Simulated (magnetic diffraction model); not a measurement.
## CeAsS4 below its ordering temperature

Space group P3_221 (no. 154), a = 8.6530 Å, c = 7.5760 Å.

| site | atom | x | y | z |
| --- | --- | --- | --- | --- |
| 3a | Ce | 0.5021 | 0.5021 | 0 |
| 3b | As | 0.5146 | 0.5146 | 1/2 |
| 6c | S | 0.1385 | 0.4419 | 0.9864 |
| 6c | S | 0.1364 | 0.6825 | 0.6889 |

This is a made-up structure (elements placed in a structure type, unrelaxed), so the numbers test the method and describe no known phase.

Only Ce is taken to order (form factors of Ce3+); orders and moment sizes are assumed, and not adapted to the symmetry. Radiation: neutrons of λ = 2.0775 Å, 2° to 35°; isotropic B of 0.35 Å² (Ce), 0.42 Å² (As) and 0.68 Å² (S). The intensities are simulated: I ∝ L Σ (|F_N|² + |F_M⊥|²) for unpolarised neutrons, with F_M = 2.695 fm/μB × Σ f(s) S exp(2πi Q·r) exp(−B s²) at Q = H ± k (one set where k and −k are equivalent), only the part normal to Q counting and L = 1/(sin²θ cos θ). For a modulated order the moment at position r is S exp(−2πi k·r) + c.c., with S = m/2 for a sine wave of amplitude m and S = m(u + iv)/2 for moments turning in a plane, u and v being orthogonal unit vectors in it; the phase factor of the sum at Q = H + k is then exp(2πi H·r). Form factors are spin-only for 3d ions and dipole or tabulated for f ions, scattering lengths are Sears's of 1992, and absorption is left out. A label names one of the reflections at its angle. The strongest nuclear line in the range is 100, and lines under 0.2 are left out.

Above the ordering temperature:

| 2θ (°) | index | I |
| --- | --- | --- |
| 15.94 | (1 0 0) | 100.0 |
| 22.49 | (1 0 1) | 17.3 |
| 27.78 | (1 1 0) | 22.9 |
| 32.10 | (1 1 1) | 34.2 |
| 32.19 | (2 0 0) | 77.6 |

Below it (cell unchanged):

```tsv
2θ (°)	I
9.18	6.5
15.94	100.0
18.27	9.6
18.42	14.1
22.49	17.3
24.45	1.8
27.78	22.9
29.22	8.6
32.10	34.2
32.19	77.6
33.20	2.5
33.54	0.9
```

**Question.** Find the propagation vector, then choose among these models:
A. a sine wave with moments along [010] (amplitudes given), 1.7 μB on Ce; signs + at (0.5021, 0.5021, 0), − at (0, 0.4979, 1/3), − at (0.4979, 0, 2/3)
B. moments turning in the plane of [010] and [001], 1.7 μB on Ce; signs + at (0.5021, 0.5021, 0), − at (0, 0.4979, 1/3), − at (0.4979, 0, 2/3)
C. moments turning in the plane of [100] and [010], 1.7 μB on Ce; signs + at (0.5021, 0.5021, 0), − at (0, 0.4979, 1/3), − at (0.4979, 0, 2/3)
D. moments turning in the plane of [100] and [001], 1.7 μB on Ce; signs + at (0.5021, 0.5021, 0), − at (0, 0.4979, 1/3), − at (0.4979, 0, 2/3)

The new lines index as (1/3 1/3 0) at 9.18°, (1/3 1/3 1) at 18.27°, (2/3 2/3 0) at 18.42° and (4/3 1/3 0) at 24.45°, that is as H ± k with k = (1/3 1/3 0). Satellites come in pairs about each point of the reciprocal lattice.

Magnetic intensity, observed (below minus above) and for each model:

| 2θ (°) | index | observed | A | B | C | D |
| --- | --- | --- | --- | --- | --- | --- |
| 9.18 | (1/3 1/3 0) | 6.5 | 2.2 | 6.5 | 4.3 | 6.5 |
| 18.27 | (1/3 1/3 1) | 9.6 | 7.4 | 9.6 | 14.9 | 9.6 |
| 18.42 | (2/3 2/3 0) | 14.1 | 4.7 | 14.1 | 9.4 | 14.1 |
| 24.45 | (4/3 1/3 0) | 1.8 | 0.6 | 1.8 | 1.2 | 1.8 |
| 29.22 | (4/3 1/3 1) | 8.6 | 4.1 | 8.6 | 8.3 | 8.6 |
| 33.20 | (1/3 1/3 2) | 2.5 | 2.3 | 2.5 | 4.7 | 2.5 |
| 33.54 | (5/3 2/3 0) | 0.9 | 0.3 | 0.9 | 0.6 | 0.9 |

Models B and D match alike on every line, so these data can't choose among them (such ties are often domains of one structure).

The structure used: k = (1/3 1/3 0), moments turning in the plane of [100] and [001], 1.7 μB on Ce; signs + at (0.5021, 0.5021, 0), − at (0, 0.4979, 1/3), − at (0.4979, 0, 2/3).

[Logs are printed without paths, hosts, clocks, repeated set-up lines and the standing remarks that a program may print on its own settings, such as how far it seeks lower states.]
